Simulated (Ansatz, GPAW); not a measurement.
# Optical response of Ba2PF (model structure)

Aim: the dielectric function of Ba2PF (model structure), and the optical constants that follow from it. The cell was made here by substitution or stacking, whether or not such a phase is known. It was built so: All Cl replaced by F and N replaced by P in the R-3m structure of Ba2NCl. The cell is first relaxed with Ansatz.

Main program and level: GPAW 26.7.0; DFT, PBE, plane-wave PAW (GPAW data sets), scalar-relativistic, RPA, optical limit.

## (1) Set-up

It takes space group R-3m (No. 166, trigonal). The conventional cell has a = 4.077 Å, b = 4.077 Å, c = 22.636 Å, α = 90.00°, β = 90.00°, γ = 120.00°. Ba has 3 P at 2.77 Å and 3 F at 3.30 Å nearest. Nearest to P lie 6 Ba at 2.77 Å. Nearest to F lie 6 Ba at 3.30 Å. All Cl replaced by F and N replaced by P in the R-3m structure of Ba2NCl. Farther neighbours and most contacts between anions are not listed.

## (2) Relaxation

The structure was built or cut out here, so it is relaxed before any spectrum is computed.

This step: DFT, PBE, plane-wave PAW, default files, scalar-relativistic, relaxation (Ansatz 0.2.0).

input.yaml

```yaml
crystal:
  lattice:
    - [2.0383775897, 1.1768578501, 7.54520794]
    - [-2.0383775897, 1.1768578501, 7.54520794]
    - [0.0, -2.3537157003, 7.54520794]
  atoms:
    - { symbol: Ba, position: [0.76854418, 0.76854418, 0.76854418] }
    - { symbol: Ba, position: [0.23145582, 0.23145582, 0.23145582] }
    - { symbol: P, position: [0.5, 0.5, 0.5] }
    - { symbol: F, position: [0.0, 0.0, 0.0] }
kpoints:
  mp_grid: { grid: [7, 7, 7] }
scf:
  occupations: { method: fermi_dirac, width: 0.05 }
hamiltonian:
  xc: pbe
output:
  forces: true
  stress: true
relax:
  f_tol: 0.02
  max_steps: 50
  cell: {}
```

Launch:

```console
ansatz run input.yaml --threads 1 --pin off --max-ram 4096MiB --backend cpu --events-out ev --progress --plain --runs-dir out
```

Numbers of over 12 decimals in the logs are rounded to 6 here.

What it wrote:

```text
basis.fft_grid_basis auto: the FFT boxes are laid along the combinations [[1, 0, -1], [0, 1, -1], [0, 0, 1]] of the cell's own vectors, 4.077, 4.077 and 7.904 Å long. The dense box has 30×30×54 points. Along the cell's own vectors, as sized, it would have 54×54×54, 3.24 times as many. Of the 12 symmetry operations that the crystal satisfies within crystal.symmetry.tolerance (time reversal apart; of a slab, those that [...]
Engine: ansatz 0.2.0, aarch64-unknown-linux-gnu
Pseudopotentials: kind: paw
Pseudopotential: Ba, paw, valence charge 10, recommended cutoff 420 eV (normal), Ba.paw.azcp
Pseudopotential: P, paw, valence charge 5, recommended cutoff 420 eV (normal), P.paw.azcp
Pseudopotential: F, paw, valence charge 7, recommended cutoff 420 eV (normal), F.paw.azcp
Functional definition: PBE
  parameter kappa = 0.804
  parameter beta = 0.066725
  exchange = pbe_x(kappa = kappa, mu = beta*pi^2/3)
  correlation = pbe_c(beta = beta)
Crystal: 4 atoms, lattice volume = 108.600 Å³
Basis set: ecut = 420 eV, 2095 PW (Γ), FFT grids on a1−a3, a2−a3, a3, exchange–correlation on 60×60×108 points (8 copies of the dense FFT grid, shifted against one another)
Bands: 20, of which v1, the nominal top of the filled ones, is band 16 counted from 1 (15 counted from 0)
Symmetry: 12 space group operations
Space group: R-3m (ITA 166), of the structure as read, at distance tolerance 4.8e-5 Å
k-points: 44 of 343
Non-local potential: Ba, projectors of the file, l = 0: 3, l = 1: 2, l = 2: 2, l = 3: 2
Non-local potential: P, projectors of the file, l = 0: 2, l = 1: 2, l = 2: 2
Non-local potential: F, projectors of the file, l = 0: 2, l = 1: 2, l = 2: 1
PAW form: soft (Blöchl's): semilocal exchange-correlation on the pseudo side does not see the compensation charge
PAW one-centre angular grid: Ba, 194 points (default); XC on 64 Gauss nodes
PAW one-centre angular grid: P, 110 points (default); XC on 64 Gauss nodes
PAW one-centre angular grid: F, 110 points (default); XC on 64 Gauss nodes
Initial density: superposition of atomic densities (neutral atoms: chi_scale 0, normalization atom), corrected by the library's trained network
Initial wavefunctions: pseudopotential atomic-orbital guess
Functional: x = pbe(κ = 0.804, μ = 0.219515), c = pbe(β = 0.066725)
SCF iter   1: F=—  HF=-13465.778674 eV  |F-HF|=—  |Δ(HF+E_count)|=         —  Δρ=3.56e-3  dr2=1.50e-2  ethr=1.77e-3  ⟨swp⟩=8.5  Hψ=5853  notcnv=0
preconditioner: auto → Resta (q_TF=auto, 2.226 Å⁻¹)  ε∞=4.1  [insulator: Δε(μ)=1.042 eV  Ē_g=10.238 eV  σ=0.050 eV  W_gap=1.00  n_scr=22 (ndim 8)  ℏωp=18.2 eV  f_vac=0.070  D(μ)=0.00/eV (n_scr^D=0)  ε∞_Penn≈4.1]
SCF iter   2: F=—  HF=-13465.776820 eV  |F-HF|=—  |Δ(HF+E_count)|=   1.85e-3  Δρ=2.02e-3  dr2=3.11e-3  ethr=4.68e-5  ⟨swp⟩=2.0  Hψ=1661  notcnv=0
SCF iter   3: F=—  HF=-13465.776989 eV  |F-HF|=—  |Δ(HF+E_count)|=   1.69e-4  Δρ=9.36e-4  dr2=1.03e-3  ethr=9.73e-6  ⟨swp⟩=2.0  Hψ=1377  notcnv=0
SCF iter   4: F=—  HF=-13465.777113 eV  |F-HF|=—  |Δ(HF+E_count)|=   1.25e-4  Δρ=2.25e-4  dr2=6.84e-5  ethr=3.23e-6  ⟨swp⟩=2.2  Hψ=1236  notcnv=0
SCF iter   5: F=—  HF=-13465.777139 eV  |F-HF|=—  |Δ(HF+E_count)|=   2.56e-5  Δρ=6.17e-5  dr2=3.71e-6  ethr=2.14e-7  ⟨swp⟩=3.0  Hψ=1660  notcnv=0
SCF iter   6: F=-13465.777142 eV  HF=-13465.777142 eV  |F-HF|=8.36e-8  |Δ(HF+E_count)|=   3.54e-6  Δρ=9.13e-6  dr2=9.03e-8  ethr=3.13e-10  ⟨swp⟩=4.4  Hψ=4622  notcnv=0
SCF 1 converged in 6 iterations: F = -13465.777142 eV  dr2 = 9.03e-8
  greatest PAW one-centre occupation: 0.957 electrons in one spin orbital (limit 2), on the Ba atom at site 1 (counted from 0), in its partial waves of l = 0
relax step   1: F+E_penalty+E_count = -13465.77714241 eV  Δ(F+E_penalty+E_count) = +0.000e0 eV  max|allowed force component| = 5.160e0 eV/Å  Δτ_max = 0.0000 Å  P = +17.635 GPa  Ω = 108.600 Å³  (6 SCF iters, dr2 threshold 1.00e-7 eV, accepted)
Crystal: 4 atoms, lattice volume = 114.865 Å³
Basis set: ecut = 420 eV, 2227 PW (Γ), FFT grids on a1−a3, a2−a3, a3, exchange–correlation on 60×60×108 points (8 copies of the dense FFT grid, shifted against one another)
Initial density: handed on by an earlier stage of this run
Initial wavefunctions: those handed on with the density
SCF iter   1: F=—  HF=-13467.986550 eV  |F-HF|=—  |Δ(HF+E_count)|=         —  Δρ=1.90e-2  dr2=1.48e0  ethr=3.10e-3  ⟨swp⟩=8.8  Hψ=5528  notcnv=0
preconditioner: auto → Resta (q_TF=auto, 2.205 Å⁻¹)  ε∞=4.0  [insulator: Δε(μ)=0.690 eV  Ē_g=10.281 eV  σ=0.050 eV  W_gap=1.00  n_scr=22 (ndim 8)  ℏωp=17.7 eV  f_vac=0.036  D(μ)=0.01/eV (n_scr^D=0)  ε∞_Penn≈4.0]
SCF iter   2: F=—  HF=-13467.679204 eV  |F-HF|=—  |Δ(HF+E_count)|=   3.07e-1  Δρ=6.73e-3  dr2=1.22e-1  ethr=3.10e-3  ⟨swp⟩=3.0  Hψ=1685  notcnv=0
SCF iter   3: F=—  HF=-13467.657500 eV  |F-HF|=—  |Δ(HF+E_count)|=   2.17e-2  Δρ=3.20e-3  dr2=1.55e-2  ethr=3.83e-4  ⟨swp⟩=3.8  Hψ=2140  notcnv=0
SCF iter   4: F=—  HF=-13467.654944 eV  |F-HF|=—  |Δ(HF+E_count)|=   2.56e-3  Δρ=1.54e-3  dr2=2.40e-3  ethr=4.84e-5  ⟨swp⟩=2.1  Hψ=1721  notcnv=0
SCF iter   5: F=—  HF=-13467.654567 eV  |F-HF|=—  |Δ(HF+E_count)|=   3.77e-4  Δρ=3.04e-4  dr2=1.40e-4  ethr=7.50e-6  ⟨swp⟩=2.0  Hψ=1564  notcnv=0
SCF iter   6: F=—  HF=-13467.654561 eV  |F-HF|=—  |Δ(HF+E_count)|=   6.31e-6  Δρ=1.00e-4  dr2=1.12e-5  ethr=4.38e-7  ⟨swp⟩=2.8  Hψ=1596  notcnv=0
SCF iter   7: F=-13467.654564 eV  HF=-13467.654563 eV  |F-HF|=5.72e-7  |Δ(HF+E_count)|=   2.79e-6  Δρ=1.69e-5  dr2=2.99e-7  ethr=1.25e-9  ⟨swp⟩=5.0  Hψ=4904  notcnv=0
SCF 2 converged in 7 iterations: F = -13467.654564 eV  dr2 = 2.99e-7
  greatest PAW one-centre occupation: 0.956 electrons in one spin orbital (limit 2), on the Ba atom at site 1 (counted from 0), in its partial waves of l = 0
relax step   2: F+E_penalty+E_count = -13467.65456394 eV  Δ(F+E_penalty+E_count) = -1.877e0 eV  max|allowed force component| = 2.082e0 eV/Å  Δτ_max = 0.1950 Å  P = +6.730 GPa  Ω = 114.865 Å³  energy of the carried Pulay correction = -4.418e-3 eV  (7 SCF iters, dr2 threshold 4.00e-7 eV, accepted)
Crystal: 4 atoms, lattice volume = 118.703 Å³
Basis set: ecut = 420 eV, 2317 PW (Γ), FFT grids on a1−a3, a2−a3, a3, exchange–correlation on 60×60×108 points (8 copies of the dense FFT grid, shifted against one another)
iter 1 solved again at ethr=1.27e-3 eV; its pass at ethr=3.10e-3 eV (dr2=4.08e-1 eV) is discarded
SCF iter   1: F=—  HF=-13468.324458 eV  |F-HF|=—  |Δ(HF+E_count)|=         —  Δρ=1.04e-2  dr2=4.14e-1  ethr=1.27e-3  ⟨swp⟩=1.1  Hψ=7349  notcnv=0
[...]
SCF iter   6: F=—  HF=-13468.237881 eV  |F-HF|=—  |Δ(HF+E_count)|=   1.78e-5  Δρ=4.80e-5  dr2=5.40e-6  ethr=1.81e-7  ⟨swp⟩=2.0  Hψ=1584  notcnv=0
SCF iter   7: F=—  HF=-13468.237882 eV  |F-HF|=—  |Δ(HF+E_count)|=   4.94e-7  Δρ=1.92e-5  dr2=5.84e-7  ethr=1.69e-8  ⟨swp⟩=2.7  Hψ=1812  notcnv=0
SCF iter   8: F=-13468.237882 eV  HF=-13468.237882 eV  |F-HF|=6.47e-8  |Δ(HF+E_count)|=   2.06e-7  Δρ=4.39e-6  dr2=3.18e-8  ethr=1.25e-9  ⟨swp⟩=5.6  Hψ=4072  notcnv=0
SCF 3 converged in 8 iterations: F = -13468.237882 eV  dr2 = 3.18e-8
relax step   3: F+E_penalty+E_count = -13468.23788185 eV  Δ(F+E_penalty+E_count) = -5.833e-1 eV  max|allowed force component| = 7.080e-1 eV/Å  Δτ_max = 0.1325 Å  P = +2.126 GPa  Ω = 118.703 Å³  energy of the carried Pulay correction = -7.004e-3 eV  (8 SCF iters, dr2 threshold 4.00e-7 eV, accepted)
[... from here on, the SCF cycles and remarks between the steps are left out ...]
relax step   4: F+E_penalty+E_count = -13468.36318522 eV  Δ(F+E_penalty+E_count) = -1.253e-1 eV  max|allowed force component| = 3.187e-1 eV/Å  Δτ_max = 0.0695 Å  P = +0.354 GPa  Ω = 120.105 Å³  energy of the carried Pulay correction = -7.928e-3 eV  (7 SCF iters, dr2 threshold 4.00e-7 eV, accepted)
relax step   5: F+E_penalty+E_count = -13468.37921977 eV  Δ(F+E_penalty+E_count) = -1.603e-2 eV  max|allowed force component| = 3.794e-2 eV/Å  Δτ_max = 0.0461 Å  P = -0.170 GPa  Ω = 119.632 Å³  energy of the carried Pulay correction = -7.618e-3 eV  (7 SCF iters, dr2 threshold 4.00e-7 eV, accepted)
relax step   6: F+E_penalty+E_count = -13468.38143047 eV  Δ(F+E_penalty+E_count) = -2.211e-3 eV  max|allowed force component| = 1.247e-3 eV/Å  Δτ_max = 0.0151 Å  P = -0.093 GPa  Ω = 118.796 Å³  energy of the carried Pulay correction = -7.066e-3 eV  (6 SCF iters, dr2 threshold 1.97e-7 eV, accepted)
relax step   7: F+E_penalty+E_count = -13468.38178130 eV  Δ(F+E_penalty+E_count) = -3.508e-4 eV  max|allowed force component| = 1.881e-3 eV/Å  Δτ_max = 0.0035 Å  P = -0.010 GPa  Ω = 118.439 Å³  energy of the carried Pulay correction = -6.830e-3 eV  (6 SCF iters, dr2 threshold 2.36e-8 eV, accepted)
relax step   8: F+E_penalty+E_count = -13468.42250346 eV  Δ(F+E_penalty+E_count) = -4.072e-2 eV  max|allowed force component| = 3.320e-3 eV/Å  Δτ_max = 0.0000 Å  P = +0.486 GPa  Ω = 118.439 Å³  stress off target by 7.06e-1 GPa  SCF on the basis re-selected at this cell (its energy is not comparable with the rows above)  (8 SCF iters)
relax step   9: F+E_penalty+E_count = -13468.42686234 eV  Δ(F+E_penalty+E_count) = -4.359e-3 eV  max|allowed force component| = 2.079e-2 eV/Å  Δτ_max = 0.0010 Å  P = +0.118 GPa  Ω = 119.526 Å³  energy of the carried Pulay correction = -7.298e-4 eV  (6 SCF iters, dr2 threshold 4.00e-7 eV, accepted)
relax step  10: F+E_penalty+E_count = -13468.42677412 eV  Δ(F+E_penalty+E_count) = +8.822e-5 eV  max|allowed force component| = 8.449e-4 eV/Å  Δτ_max = 0.0013 Å  P = -0.003 GPa  Ω = 119.839 Å³  energy of the carried Pulay correction = -9.541e-4 eV  (6 SCF iters, dr2 threshold 3.60e-8 eV, accepted)
Basis set: ecut = 420 eV, 2345 PW (Γ), FFT grids on a1−a3, a2−a3, a3, exchange–correlation on 64×64×100 points (8 copies of the dense FFT grid, shifted against one another)
iter 1 solved again at ethr=4.08e-6 eV; its pass at ethr=3.10e-3 eV (dr2=1.31e-3 eV) is discarded
SCF iter   1: F=—  HF=-13468.427922 eV  |F-HF|=—  |Δ(HF+E_count)|=         —  Δρ=8.22e-5  dr2=1.20e-6  ethr=4.08e-6  ⟨swp⟩=2.5  Hψ=7686  notcnv=0
eigensolver tolerance schedule: the retry pair's looser diagonalisation over-reported the residual by 1091.22 of it (diagonalisation noise at an unbounded share of the residual, at the tolerance the schedule requests for it); recorded, not acted on — ethr = c·dr2/N_el stays at c = 1.0e-1
preconditioner: auto → Resta (q_TF=auto, 2.189 Å⁻¹)  ε∞=3.7  [insulator: Δε(μ)=1.197 eV  Ē_g=10.461 eV  σ=0.050 eV  W_gap=1.00  n_scr=22 (ndim 8)  ℏωp=17.3 eV  f_vac=0.000  D(μ)=0.00/eV (n_scr^D=0)  ε∞_Penn≈3.7]
SCF iter   2: F=—  HF=-13468.427918 eV  |F-HF|=—  |Δ(HF+E_count)|=   4.48e-6  Δρ=3.88e-5  dr2=5.01e-7  ethr=3.74e-9  ⟨swp⟩=3.0  Hψ=1702  notcnv=0
SCF iter   3: F=—  HF=-13468.427921 eV  |F-HF|=—  |Δ(HF+E_count)|=   2.75e-6  Δρ=1.96e-5  dr2=6.12e-8  ethr=1.57e-9  ⟨swp⟩=2.0  Hψ=1400  notcnv=0
SCF iter   4: F=—  HF=-13468.427921 eV  |F-HF|=—  |Δ(HF+E_count)|=   7.92e-7  Δρ=1.30e-6  dr2=2.43e-9  ethr=1.91e-10  ⟨swp⟩=2.0  Hψ=1429  notcnv=0
SCF iter   5: F=—  HF=-13468.427921 eV  |F-HF|=—  |Δ(HF+E_count)|=  1.82e-12  Δρ=6.56e-7  dr2=4.26e-10  ethr=7.61e-12  ⟨swp⟩=2.0  Hψ=1091  notcnv=0
SCF iter   6: F=-13468.427921 eV  HF=-13468.427921 eV  |F-HF|=2.55e-11  |Δ(HF+E_count)|=  2.42e-10  Δρ=1.31e-7  dr2=2.63e-11  ethr=1.00e-12  ⟨swp⟩=4.0  Hψ=4372  notcnv=0
SCF 11 converged in 6 iterations: F = -13468.427921 eV  dr2 = 2.63e-11
relax step  11: F+E_penalty+E_count = -13468.42792135 eV  Δ(F+E_penalty+E_count) = -1.147e-3 eV  max|allowed force component| = 9.137e-4 eV/Å  Δτ_max = 0.0000 Å  P = +0.003 GPa  Ω = 119.839 Å³  stress off target by 1.78e-2 GPa  SCF on the basis re-selected at this cell (its energy is not comparable with the rows above)  (6 SCF iters)
basis re-selected at this cell: Δ(F+E_penalty+E_count) = -1.147e-3 eV, ΔP = +0.006 GPa vs the last step (what re-selecting the basis moved, of the pressure what is left beyond the Pulay correction that the steps carried, after the strain that the cell walked since its last selection, with what the two solves' SCF thresholds leave and, on support functions, any second-order correction that the steps lacked; it is no measure of the basis error at this ecutwfc). The dense FFT grid was sized anew with the basis: this SCF ran on 32×32×50 points, the steps before it on 30×30×50, so part of this shift can come from that change (see relax.cell in the input reference). [rest of the remark cut]
SCF converged after 6 iterations
Free energy (F): -13468.427921 eV
Harris-Foulkes:  -13468.427921 eV  (|F-HF|=2.55e-11)
Internal energy: -13468.427920 eV  (E = F + TS)
E sigma→0 (E₀):  -13468.427921 eV
Entropy (-TS):   -0.000001 eV (-0.000 meV/atom)
Fermi energy:    7.512923 eV
--- Per-component energies (eV) ---
  E_band       = -126.935662
  E_kinetic    = 613.734163
  E_local      = -1323.888089  (includes V_loc(G=0)·N_el)
  E_nonlocal   = 221.407244
  E_hartree    = 471.492074
  E_xc         = -479.255087
  E_vxc        = -436.556651  (∫ρ·V_xc dr)
  E_paw        = -11221.139261  (= ΣΔE_a)
  E_vpaw       = -144.618546  (= ΣTr[D̂ρ^β])
  E_aug_tail   = 0.002042  (compensation charges beyond the density's cutoff)
  E_ewald      = -1750.781007
  E_smearing   = -0.000001  (= −TS)
  E_closure    = -0.000000  (closes the sum)
  Σ components = -13468.427921   (vs F -13468.427921, Δ=0.00e0)
--- Forces (eV/Å), atoms counted from 1 ---
  atom   1  Ba    -0.00000000    -0.00000000     0.00091372
  atom   2  Ba     0.00000000     0.00000000    -0.00091372
  atom   3  P     -0.00000000     0.00000000     0.00000000
  atom   4  F     -0.00000000     0.00000000     0.00000000
  max |Σ_I F_I| component: 2.02e-18 eV/Å
--- Stress (GPa, compression-positive) ---
        0.013695       0.000000      -0.000000
        0.000000       0.013695       0.000000
       -0.000000       0.000000      -0.017750
  P = ⅓ Tr σ = 0.0032 GPa (0.032 kbar)
--- Relaxed structure (9 steps of the walk, 9 accepted, 2 SCFs on fresh bases) ---
  F+E_penalty+E_count = -13468.42792135 eV   max|allowed force component| = 9.137e-4 eV/Å   (the final SCF, on the basis selected at the relaxed cell)
  cell:  # Å, volume = 119.8387 Å³
    - [2.255601, 1.302272, 6.799576]
    - [-2.255601, 1.302272, 6.799576]
    - [0, -2.604544, 6.799576]
  atoms:
    - { symbol: Ba, position: [0.748134, 0.748134, 0.748134] }
    - { symbol: Ba, position: [0.251866, 0.251866, 0.251866] }
    - { symbol: P, position: [0.500000, 0.500000, 0.5] }
    - { symbol: F, position: [1.878800891647949e-18, 1.878800891647949e-18, 1.8788008916108874e-18] }
```

Elapsed: 1.9 min, on 1 thread of Arm Neoverse N1, shared host; peak memory 0.42 GiB.

The steps of the relaxation:

```tsv
step	energy less that of the first step (eV)	largest force component (eV/Å)	pressure (GPa)	volume (Å³)
1	0.0000	5.1596	17.64	108.60
2	-1.8774	2.0818	6.73	114.87
3	-2.4607	0.7079	2.13	118.70
4	-2.5860	0.3187	0.35	120.10
5	-2.6021	0.0379	-0.17	119.63
6	-2.6043	0.0012	-0.09	118.80
7	-2.6046	0.0019	-0.01	118.44
8*	-2.6454	0.0033	0.49	118.44
9	-2.6497	0.0208	0.12	119.53
10	-2.6496	0.0008	0.00	119.84
11*	-2.6508	0.0009	0.00	119.84
```

Relaxation steps marked * repeat the geometry before them on a plane-wave basis chosen anew for their cell, so energy and pressure can jump there.

The run keeps the 12 symmetry operations that it works with, so distortions that break them were not tested.

```tsv
conventional cell, symmetrised	before	after	change
a (Å)	4.077	4.511	+10.7 %
b (Å)	4.077	4.511	+10.7 %
c (Å)	22.636	20.399	-9.9 %
volume (Å³/atom)	27.15	29.96	+10.3 %
```

The atoms that moved most (Å, as changes of fractional coordinates times the final cell):

```tsv
atom	dx	dy	dz	length
Ba1	0.000	0.000	-0.416	0.416
Ba2	0.000	0.000	0.416	0.416
```

Final coordinates:

```xyz
4
Lattice="2.2556 1.3023 6.7996 -2.2556 1.3023 6.7996 0.0000 -2.6045 6.7996" Properties=species:S:1:pos:R:3 pbc="T T T"
Ba    0.0000    0.0000   15.2610
Ba    0.0000    0.0000    5.1377
P     0.0000    0.0000   10.1994
F     0.0000    0.0000    0.0000
```

The relaxation ends with a largest force component of 9.1e-4 eV/Å and a pressure of 0.00 GPa.

(Part 1 of 3 ends here.)

[Machine, clock and banner lines and Python warnings are left out of the logs.]

[Logs are printed without paths, hosts, clocks, repeated set-up lines and the standing remarks that a program may print on its own settings, such as how far it seeks lower states.]

[Hosts, paths, dates, database ids (printed as entryN), source tags and the programs' standing remarks are cut or masked in the printed files.]
